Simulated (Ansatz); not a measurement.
## BaCdBO3F (built on the sites of a database entry of BaZnBO3F): a soft mode frozen in

Wanted: the energy along a soft mode of BaCdBO3F (built on the sites of a database entry of BaZnBO3F) and the structure at the end.

Method: DFT PBEsol, scalar-relativistic, plane waves, PAW, in Ansatz 0.2.0.

The structure was built from a prototype and need not be the compound's stable phase.

## 1. Set-up

The structure is hexagonal, space group P-6 (No. 174). The conventional cell has a = 5.188 Å, b = 5.188 Å, c = 4.419 Å, α = 90.00°, β = 90.00°, γ = 120.00°. Nearest to Ba lie 6 O at 2.80 Å and 3 F at 3.00 Å. Cd has 3 O at 2.20 Å and 2 F at 2.21 Å nearest. B has 3 O at 1.38 Å nearest. O has 1 B at 1.38 Å and 1 Cd at 2.20 Å and 2 Ba at 2.80 Å nearest. F has 2 Cd at 2.21 Å and 3 Ba at 3.00 Å nearest. Farther neighbours and most contacts between anions are not listed.

## 2. Response at finite wavevector

The cell comes from relaxations at this level that are not shown. Stability and thermal properties need the whole zone. Linear response on a 2×2×2 q mesh gives force constants as far as a supercell of that size would, and the tensors from the zone-centre run are typed in so that the long-range dipole term is interpolated apart.

input.yaml

```yaml
crystal:
  lattice:
    - [5.188433932, 0.0, 0.0]
    - [-2.594216966, 4.493315591, 0.0]
    - [0.0, 0.0, 4.4187726628]
  atoms:
    - { symbol: Ba, position: [0.0, 0.0, 0.0] }
    - { symbol: Cd, position: [0.3333333333, 0.6666666667, 0.5] }
    - { symbol: B, position: [0.6666666667, 0.3333333333, 0.5] }
    - { symbol: O, position: [0.3722092563, 0.2641726768, 0.5] }
    - { symbol: O, position: [0.8919634205, 0.6277907437, 0.5] }
    - { symbol: O, position: [0.7358273232, 0.1080365795, 0.5] }
    - { symbol: F, position: [0.3333333333, 0.6666666667, 0.0] }
kpoints:
  mp_grid: { grid: [6, 6, 4] }
hamiltonian:
  xc: pbesol
scf:
  occupations: { method: fixed }
output:
  eigenvalues: true
phonons:
  method: dfpt
  qmesh: [2, 2, 2]
  temperatures: { t_max: 1000, t_step: 50 }
  qpath:
    path:
      - [[0.0, 0.0, 0.0], [0.5, 0.0, 0.0], [0.33333333, 0.33333333, 0.0], [0.0, 0.0, 0.0], [0.0, 0.0, 0.5], [0.5, 0.0, 0.5], [0.33333333, 0.33333333, 0.5], [0.0, 0.0, 0.5]]
      - [[0.5, 0.0, 0.5], [0.5, 0.0, 0.0]]
      - [[0.33333333, 0.33333333, 0.5], [0.33333333, 0.33333333, 0.0]]
    npoints: 10
  non_analytic_term:
    high_frequency_dielectric_tensor: [[3.3216, 0.0, 0.0], [0.0, 3.3216, 0.0], [0.0, 0.0, 3.0847]]
    born_effective_charges:
      - { species: Ba, tensor: [[2.403, -0.0174, 0.0], [0.0174, 2.403, 0.0], [0.0, 0.0, 3.3172]] }
      - { species: Cd, tensor: [[2.3647, -0.0716, 0.0], [0.0716, 2.3647, 0.0], [0.0, 0.0, 2.1596]] }
      - { species: B, tensor: [[2.8216, 0.4411, 0.0], [-0.4411, 2.8216, 0.0], [0.0, 0.0, 0.0886]] }
      - { species: O, tensor: [[-2.607, -0.2719, 0.0], [-0.0126, -1.7129, 0.0], [0.0, 0.0, -1.2405]] }
      - { species: O, tensor: [[-1.8132, -0.4457, 0.0], [-0.1863, -2.5066, 0.0], [0.0, 0.0, -1.2405]] }
      - { species: O, tensor: [[-2.0596, 0.3286, 0.0], [0.5879, -2.2603, 0.0], [0.0, 0.0, -1.2405]] }
      - { species: F, tensor: [[-1.1095, 0.037, 0.0], [-0.037, -1.1095, 0.0], [0.0, 0.0, -1.8438]] }
    source: "zone-centre run at this cell"
```

Started as:

```
ansatz run input.yaml --threads 8 --pin off --max-ram 14336MiB --backend cpu --events-out ev --progress --plain --runs-dir out
```

Numbers of over 12 decimals in the logs are rounded to 6 here.

What it wrote:

```text
Warning: phonons: the dynamical matrix that this run interpolates holds no multipole term above the dipole-dipole one, and a site of this crystal is no centre of inversion, so its interpolated transverse optical and acoustic branches and sound speeds can stay off near Gamma, and the density of states and the thermodynamics with them. What a run solves at a wave vector of phonons.qpoints, Gamma apart, where the deck admits one, is free of this, and under fd what a larger phonons.supercell samples
Engine: ansatz 0.2.0, x86_64-unknown-linux-gnu
Pseudopotentials: kind: paw
Pseudopotential: Ba, paw, valence charge 10, recommended cutoff 420 eV (normal), Ba.paw.azcp
Pseudopotential: Cd, paw, valence charge 20, recommended cutoff 420 eV (normal), Cd.paw.azcp
Pseudopotential: B, paw, valence charge 3, recommended cutoff 420 eV (normal), B.paw.azcp
Pseudopotential: O, paw, valence charge 6, recommended cutoff 420 eV (normal), O.paw.azcp
Pseudopotential: F, paw, valence charge 7, recommended cutoff 420 eV (normal), F.paw.azcp
Functional definition: PBEsol
  exchange = pbesol_x
  correlation = pbesol_c
Crystal: 7 atoms, lattice volume = 103.016 Å³
Basis set: ecut = 420 eV, 2025 PW (Γ), exchange–correlation on 72×72×60 points (8 copies of the dense FFT grid, shifted against one another)
Bands: 36, of which v1, the nominal top of the filled ones, is band 29 counted from 1 (28 counted from 0)
Symmetry: 6 space group operations
k-points: 24 of 144 (time reversal used)
Non-local potential: Ba, projectors of the file, l = 0: 3, l = 1: 2, l = 2: 2, l = 3: 2
Non-local potential: Cd, projectors of the file, l = 0: 3, l = 1: 2, l = 2: 2, l = 3: 1
Non-local potential: B, projectors of the file, l = 0: 2, l = 1: 2, l = 2: 1
Non-local potential: O, projectors of the file, l = 0: 2, l = 1: 2, l = 2: 1
Non-local potential: F, projectors of the file, l = 0: 2, l = 1: 2, l = 2: 1
PAW form: soft (Blöchl's): semilocal exchange-correlation on the pseudo side does not see the compensation charge
PAW frozen core: Ba, regenerated for the run's functional, and the local potential with it (the file was generated under x = pbe(κ = 0.804, μ = 0.219515), c = pbe(β = 0.066725))
PAW frozen core: Cd, regenerated for the run's functional, and the local potential with it (the file was generated under x = pbe(κ = 0.804, μ = 0.219515), c = pbe(β = 0.066725))
PAW frozen core: B, regenerated for the run's functional, and the local potential with it (the file was generated under x = pbe(κ = 0.804, μ = 0.219515), c = pbe(β = 0.066725))
PAW frozen core: O, regenerated for the run's functional, and the local potential with it (the file was generated under x = pbe(κ = 0.804, μ = 0.219515), c = pbe(β = 0.066725))
PAW frozen core: F, regenerated for the run's functional, and the local potential with it (the file was generated under x = pbe(κ = 0.804, μ = 0.219515), c = pbe(β = 0.066725))
PAW one-centre angular grid: Ba, 194 points (default); XC on 64 Gauss nodes
PAW one-centre angular grid: Cd, 590 points (default); XC on 64 Gauss nodes
PAW one-centre angular grid: B, 110 points (default); XC on 64 Gauss nodes
PAW one-centre angular grid: O, 110 points (default); XC on 64 Gauss nodes
PAW one-centre angular grid: F, 110 points (default); XC on 64 Gauss nodes
Initial density: superposition of atomic densities (neutral atoms: chi_scale 0, normalization atom), corrected by the library's trained network
Initial wavefunctions: pseudopotential atomic-orbital guess
Functional: x = pbesol(κ = 0.804, μ = 0.123457), c = pbesol(β = 0.046)
SCF iter   1: F=—  HF=-16689.263818 eV  |F-HF|=—  |Δ(HF+E_count)|=         —  Δρ=1.29e-2  dr2=1.30e-1  ethr=1.77e-3  ⟨swp⟩=5.0  Hψ=3113  notcnv=0  defer=117
preconditioner: auto → Resta (q_TF=auto, 2.479 Å⁻¹)  ε∞=4.2  [insulator: Δε(μ)=2.598 eV  Ē_g=14.366 eV  n_scr=26 (ndim 8)  ℏωp=25.9 eV  f_vac=0.092  ε∞_Penn≈4.2]
SCF iter   2: F=—  HF=-16689.228266 eV  |F-HF|=—  |Δ(HF+E_count)|=   3.56e-2  Δρ=2.28e-3  dr2=2.81e-3  ethr=2.24e-4  ⟨swp⟩=2.5  Hψ=1685  notcnv=0  defer=117
SCF iter   3: F=—  HF=-16689.228280 eV  |F-HF|=—  |Δ(HF+E_count)|=   1.41e-5  Δρ=1.01e-3  dr2=8.12e-4  ethr=4.85e-6  ⟨swp⟩=2.1  Hψ=1521  notcnv=0  defer=120
SCF iter   4: F=—  HF=-16689.228621 eV  |F-HF|=—  |Δ(HF+E_count)|=   3.41e-4  Δρ=4.30e-4  dr2=1.44e-4  ethr=1.40e-6  ⟨swp⟩=2.8  Hψ=1178  notcnv=0  defer=120
SCF iter   5: F=—  HF=-16689.228673 eV  |F-HF|=—  |Δ(HF+E_count)|=   5.17e-5  Δρ=8.82e-5  dr2=7.60e-6  ethr=2.48e-7  ⟨swp⟩=2.0  Hψ=1532  notcnv=0  defer=113
SCF iter   6: F=—  HF=-16689.228685 eV  |F-HF|=—  |Δ(HF+E_count)|=   1.15e-5  Δρ=6.89e-5  dr2=3.61e-6  ethr=1.31e-8  ⟨swp⟩=2.0  Hψ=1503  notcnv=0  defer=61
SCF iter   7: F=—  HF=-16689.228689 eV  |F-HF|=—  |Δ(HF+E_count)|=   4.78e-6  Δρ=1.48e-5  dr2=2.44e-7  ethr=6.22e-9  ⟨swp⟩=2.0  Hψ=1393  notcnv=0  defer=49
SCF iter   8: F=—  HF=-16689.228690 eV  |F-HF|=—  |Δ(HF+E_count)|=   3.85e-7  Δρ=6.69e-6  dr2=5.11e-8  ethr=4.21e-10  ⟨swp⟩=2.0  Hψ=1421  notcnv=0  defer=49
SCF iter   9: F=—  HF=-16689.228690 eV  |F-HF|=—  |Δ(HF+E_count)|=   2.52e-8  Δρ=1.11e-6  dr2=2.23e-9  ethr=8.81e-11  ⟨swp⟩=2.1  Hψ=1396  notcnv=0  defer=49
SCF iter  10: F=—  HF=-16689.228690 eV  |F-HF|=—  |Δ(HF+E_count)|=   4.17e-9  Δρ=2.52e-7  dr2=9.43e-11  ethr=3.84e-12  ⟨swp⟩=2.0  Hψ=1361  notcnv=0  defer=49
SCF iter  11: F=-16689.228690 eV  HF=-16689.228690 eV  |F-HF|=3.64e-12  |Δ(HF+E_count)|=  1.38e-10  Δρ=5.42e-8  dr2=3.21e-12  ethr=1.00e-12  ⟨swp⟩=15.1  Hψ=6605  notcnv=0
SCF 1 converged in 11 iterations: F = -16689.228690 eV  dr2 = 3.21e-12
  greatest PAW one-centre occupation: 1.000 electrons in one spin orbital (limit 2), on the Cd atom at site 1 (counted from 0), in its partial waves of l = 0
NSCF: frozen V_eff on 24 k-points
NSCF: frozen V_eff on 60 k-points
DFPT response loops at q = (0, 0, 0) (fractional): preconditioner auto → none (the input reference at scf.mixing.eps_inf says where Resta's filter doesn't serve); β = 0.50; Broyden in place of MSR1
NSCF: frozen V_eff on 120 k-points
DFPT response loops at q = (0, 0, -0.5) (fractional): preconditioner auto → Resta (q_TF=auto, 2.479 Å⁻¹)  ε∞=4.7 (no band partly filled); β = 1.00, the filter's whole step (`scf.mixing.beta` (0.50) is not read by the response loops at its default; to damp them type it under 1.00, their step now; it binds the ground state too); Broyden in place of MSR1
NSCF: frozen V_eff on 120 k-points
DFPT response loops at q = (0, -0.5, 0) (fractional): mixed as the last ones told, above
NSCF: frozen V_eff on 120 k-points
DFPT response loops at q = (0, -0.5, -0.5) (fractional): mixed as the last ones told, above
SCF converged after 11 iterations
Free energy (F): -16689.228690 eV
Harris-Foulkes:  -16689.228690 eV  (|F-HF|=3.64e-12)
Internal energy: -16689.228690 eV  (E = F + TS)
E sigma→0 (E₀):  -16689.228690 eV
Fermi energy:    7.002754 eV
--- Per-component energies (eV) ---
  E_band       = -548.935545
  E_kinetic    = 1456.760748
  E_local      = -6257.706791  (includes V_loc(G=0)·N_el)
  E_nonlocal   = 328.259635
  E_hartree    = 2728.591262
  E_xc         = -671.739491
  E_vxc        = -776.847795  (∫ρ·V_xc dr)
  E_paw        = -9883.466095  (= ΣΔE_a)
  E_vpaw       = -756.593332  (= ΣTr[D̂ρ^β])
  E_aug_tail   = 0.009437  (compensation charges beyond the density's cutoff)
  E_ewald      = -4390.593805
  E_core_change = 0.656410  (= ΣΔE_core)
  E_smearing   = -0.000000  (= −TS)
  E_closure    = -0.000000  (closes the sum)
  Σ components = -16689.228690   (vs F -16689.228690, Δ=0.00e0)
--- Band table (eV; the first three rows and the last of 24) ---
  k-point 0: bands = [... 25 lower, 5.6473, 5.9219, 6.2073, 6.2073, 9.7630, 12.6733, 13.4942, 13.4942, ... 3 higher]
  k-point 1: bands = [... 25 lower, 5.8493, 6.1752, 6.1752, 6.4786, 10.5738, 12.5886, 13.5649, 13.5649, ... 3 higher]
  k-point 2: bands = [... 25 lower, 6.0526, 6.1157, 6.1157, 6.9938, 12.0061, 12.1634, 13.8075, 13.8075, ... 3 higher]
  k-point 23: bands = [... 25 lower, 5.7400, 5.8857, 6.1343, 6.8403, 12.6509, 12.8168, 13.0546, 13.2232, ... 3 higher]
--- Phonons (Γ-DFPT): 11 representative perturbations + reference (Σ response iterations 40) ---
  ASR residual: 6.687e-4 → 0.000e0 eV/Å²; symmetrization residual: 3.269e-4 eV/Å²
  ASR residual per site (eV/Å²): 8.51e-6 3.31e-4 1.02e-4 5.89e-5 3.94e-5 5.40e-5 6.69e-4
  Γ frequencies (cm⁻¹): 0.00 0.00 0.00 54.69 54.69 96.38 103.69 103.69 153.34 153.34 154.44 243.42 243.42 333.26 429.95 602.00 602.00 713.01 903.34 1225.47 1225.47
--- Phonons (arbitrary-q DFPT): 4 irreducible q on the 2×2×2 mesh ---
  q = [0.0000, 0.0000, 0.0000] (star 1, of the zone-centre solve; hermiticity 1.42e-5, symmetrization 8.20e-7): -0.00 -0.00 -0.00 54.69 54.69 96.38 103.69 103.69 153.34 153.34 154.44 243.42 243.42 333.26 429.95 602.00 602.00 713.01 903.34 1225.47 1225.47
  q = [0.0000, 0.0000, -0.5000] (star 1, 11 solved perturbations in 516 linear systems a pass and spin channel, the states on 60 of 144 k-point pairs; hermiticity 1.43e-5, symmetrization 8.25e-7): -59.33 -59.33 70.44 70.44 73.69 73.69 132.73 171.14 176.28 176.28 241.23 241.23 256.68 294.34 460.32 601.92 601.92 724.11 901.40 1225.94 1225.94
  q = [0.0000, -0.5000, 0.0000] (star 3, 21 solved perturbations on 60 of 144 k-point pairs; hermiticity 4.13e-6, symmetrization 1.71e-6): 14.86 52.82 56.45 74.64 78.31 78.33 104.48 142.57 148.53 155.06 168.21 265.97 305.01 328.93 430.51 591.61 606.95 713.26 901.66 1241.57 1295.79
  q = [0.0000, -0.5000, -0.5000] (star 3, 21 solved perturbations on 60 of 144 k-point pairs; hermiticity 7.71e-6, symmetrization 3.82e-6): -71.65 -58.44 61.91 80.20 82.95 92.25 123.02 150.83 171.85 200.28 254.38 260.48 282.93 324.37 424.83 589.62 603.48 720.90 900.43 1235.20 1252.96
  sum rule: each row above includes the acoustic sum rule's correction from the zone centre's row sums; it moved no ω² by more than (3.09 cm⁻¹)²
  mesh force constants: q→R imaginary residual 3.88e-18; ASR residual 6.687e-4 → 0.000e0 eV/Å²; symmetrization residual 2.245e-14 eV/Å²
  interpolated dispersion: 94 rows × 21 modes
  density of states and harmonic sums: on the 14×14×14 q-mesh, interpolated from the force constants of a 2×2×2 supercell (with the dipole–dipole term of supplied tensors)
  largest difference from the sums on the solved wave vectors: F 2.50e-2 eV, S 2.69e-5 and C_V 8.83e-6 eV/K
  zero-point energy: 0.480696 eV/cell   skipped modes (ω ≤ 0): 370, of them read as no rigid motion or as one in doubt: 367 (1.399e0 modes/cell left out, lowest -71.67 cm⁻¹)   left out of the sums: 6.67e-2 of the cell's modes: C_V's classical limit lies that fraction below 3 k_B per atom; for a crystal, a wire or a layer, F and S can be off by more, and a phonons.interpolated_qmesh denser along its periods is the remedy for the sampling
```

Run time: 1.7 min. Hardware: 8 threads of Intel Xeon 6975P-C (Granite Rapids), shared host; peak memory 1.1 GiB.

In the SCF lines HF is the Harris–Foulkes energy and dr2 the Hartree energy of the density residual, in eV; the loop may stop once dr2 is under the threshold and the program's other checks hold. Hψ counts applications of the Hamiltonian.

A gap read on the k-mesh alone can miss the band edges.

This step gave:

```
gap on the k-mesh                                       : 2.760 eV
volume per atom                                         : 14.72 Å³
sum-rule residual before enforcement                    : 6.69e-4 eV/Å²
lowest frequency on the path                            : -71.65 cm⁻¹
point group                                             : -6
highest frequency on the path or at a solved wavevector : 1307 cm⁻¹
highest optical mode at the zone centre (no LO-TO term) : 1225 cm⁻¹
lowest optical zone-centre mode                         : 54.69 cm⁻¹
lowest mode on the q mesh (acoustic modes at Γ apart)   : -71.65 cm⁻¹
```

Frequencies (cm⁻¹) solved at each irreducible wavevector; negative means imaginary. Frequencies by wavevector, by row:

```tsv
q in reciprocal lattice units	star	mode 1	mode 2	mode 3	mode 4	mode 19	mode 20	mode 21
0 0 0	1	0	0	0	54.7	903.3	1226	1226
0 0 -0.5	1	-59.3	-59.3	70.4	70.4	901.4	1226	1226
0 -0.5 0	3	14.9	52.8	56.5	74.6	901.7	1242	1296
0 -0.5 -0.5	3	-71.7	-58.4	61.9	80.2	900.4	1235	1253
```

Interpolated from a 2×2×2 q mesh, rough between the solved points, with the LO-TO term (at Γ the limit along the path; where Γ stands inside the path, tables give the limit on arrival). Phonon branches along the path, in cm⁻¹:

```tsv
point	branch 1	branch 2	branch 3	branch 4	branch 18	branch 19	branch 20	branch 21
Γ	0	0	0	55	713	903	1226	1307
halfway	20	34	55	63	713	902	1234	1301
M	15	53	56	75	713	902	1242	1296
halfway	20	55	60	62	713	902	1250	1289
K	20	57	58	66	713	902	1261	1278
halfway	28	39	43	72	713	902	1238	1298
Γ	0	0	0	55	713	903	1226	1307
halfway	-28	-28	40	40	723	902	1226	1226
A	-59	-59	70	70	724	901	1226	1226
halfway	-68	-57	74	76	722	900	1230	1242
L	-72	-58	62	80	721	900	1235	1253
halfway	-70	-61	63	74	721	901	1238	1251
H	-66	-66	65	72	721	901	1244	1247
halfway	-69	-57	72	74	722	900	1232	1245
A	-59	-59	70	70	724	901	1226	1226
jump to L	-72	-58	62	80	721	900	1235	1253
halfway	-44	-40	53	75	717	901	1239	1273
M	15	53	56	75	713	902	1242	1296
jump to H	-66	-66	65	72	721	901	1244	1247
halfway	-47	-43	64	68	717	901	1252	1262
K	20	57	58	66	713	902	1261	1278
```

Symmetry leaves 4 wavevectors to solve. The lowest mode among them, the acoustic zeros apart, lies at q = (0, -0.5, -0.5) and is imaginary, 71.7i cm⁻¹, so the energy falls along it.

## 3. The mode frozen in, largest atomic shift 0 Å

The mode followed lies at q = (0, 0, -0.5) with frequency 59.3i cm⁻¹ and is 2-fold degenerate, one of the unstable modes though not the softest. At small amplitude the distorted cell has space group no. 6 by a symmetry search on the positions. The undistorted cell that holds it gives the zero of energy on the same k mesh.

System of this step: BaCdBO3F (built on the sites of a database entry of BaZnBO3F). Symmetry: P-6, No. 174, hexagonal system. Conventional cell: a = 5.188 Å, b = 5.188 Å, c = 4.419 Å, α = 90.00°, β = 90.00°, γ = 120.00°. Ba has 6 O at 2.80 Å and 3 F at 3.00 Å nearest. Nearest to Cd lie 3 O at 2.20 Å and 2 F at 2.21 Å. Nearest to B lie 3 O at 1.38 Å. O has 1 B at 1.38 Å and 1 Cd at 2.20 Å and 2 Ba at 2.80 Å nearest. Nearest to F lie 2 Cd at 2.21 Å and 3 Ba at 3.00 Å. Farther neighbours and most contacts between anions are not listed.

input.yaml

```yaml
crystal:
  lattice:
    - [5.188433932, 0.0, 0.0]
    - [2.594216966, 4.493315591, 0.0]
    - [0.0, 0.0, 8.8375453257]
  atoms:
    - { symbol: Ba, position: [0.0, 0.0, 0.0] }
    - { symbol: Ba, position: [0.0, 0.0, 0.5] }
    - { symbol: Cd, position: [0.6666666667, 0.6666666667, 0.25] }
    - { symbol: Cd, position: [0.6666666667, 0.6666666667, 0.75] }
    - { symbol: B, position: [0.3333333333, 0.3333333333, 0.25] }
    - { symbol: B, position: [0.3333333333, 0.3333333333, 0.75] }
    - { symbol: O, position: [0.1080365795, 0.2641726768, 0.25] }
    - { symbol: O, position: [0.1080365795, 0.2641726768, 0.75] }
    - { symbol: O, position: [0.2641726768, 0.6277907437, 0.25] }
    - { symbol: O, position: [0.2641726768, 0.6277907437, 0.75] }
    - { symbol: O, position: [0.6277907437, 0.1080365795, 0.25] }
    - { symbol: O, position: [0.6277907437, 0.1080365795, 0.75] }
    - { symbol: F, position: [0.6666666667, 0.6666666667, 0.0] }
    - { symbol: F, position: [0.6666666667, 0.6666666667, 0.5] }
kpoints:
  mp_grid: { grid: [6, 6, 2] }
hamiltonian:
  xc: pbesol
scf:
  occupations: { method: gaussian, width: 0.02 }
output:
  forces: true
  stress: true
  eigenvalues: true
```

What it wrote:

```text
[...]
Crystal: 14 atoms, lattice volume = 206.032 Å³
Basis set: ecut = 420 eV, 4031 PW (Γ), exchange–correlation on 72×72×120 points (8 copies of the dense FFT grid, shifted against one another)
Bands: 72, of which v1, the nominal top of the filled ones, is band 58 counted from 1 (57 counted from 0)
Symmetry: 12 space group operations
[...]
k-point 0: bands = [... 54 lower, 6.1157, 6.2073, 6.2073, 6.9938, 9.7629, 12.0060, 12.1634, 12.6732, ... 5 higher]
  k-point 1: bands = [... 54 lower, 6.1752, 6.1752, 6.4785, 6.4785, 10.5738, 10.5738, 12.5885, 12.5885, ... 5 higher]
  k-point 2: bands = [... 54 lower, 6.0557, 6.0624, 6.3437, 6.9847, 10.1770, 12.2013, 12.2740, 12.6473, ... 5 higher]
  k-point 15: bands = [... 54 lower, 6.0896, 6.0896, 6.9012, 6.9012, 11.9509, 11.9509, 12.3233, 12.3233, ... 5 higher]
[key lines of the parts left out:]
SCF converged after 9 iterations
Free energy (F): -33378.457380 eV
Fermi energy:    8.382941 eV
P = ⅓ Tr σ = 0.0005 GPa (0.005 kbar)
```

Wall time 1.9 s (8 threads); peak memory 0.96 GiB.

Numbers from this step:

| Quantity | Value |
| --- | --- |
| pressure | 5.28e-4 GPa |
| energy from the undistorted cell | 0 meV/atom |

At this level the gap is 2.76 eV on the k-mesh of the self-consistent run, which can miss the band edges.

[end of part 1 of 2]

[Logs are printed without paths, hosts, clocks, repeated set-up lines and the standing remarks that a program may print on its own settings, such as how far it seeks lower states.]

[Hosts, paths, dates, database ids (printed as entryN), source tags and the programs' standing remarks are cut or masked in the printed files.]
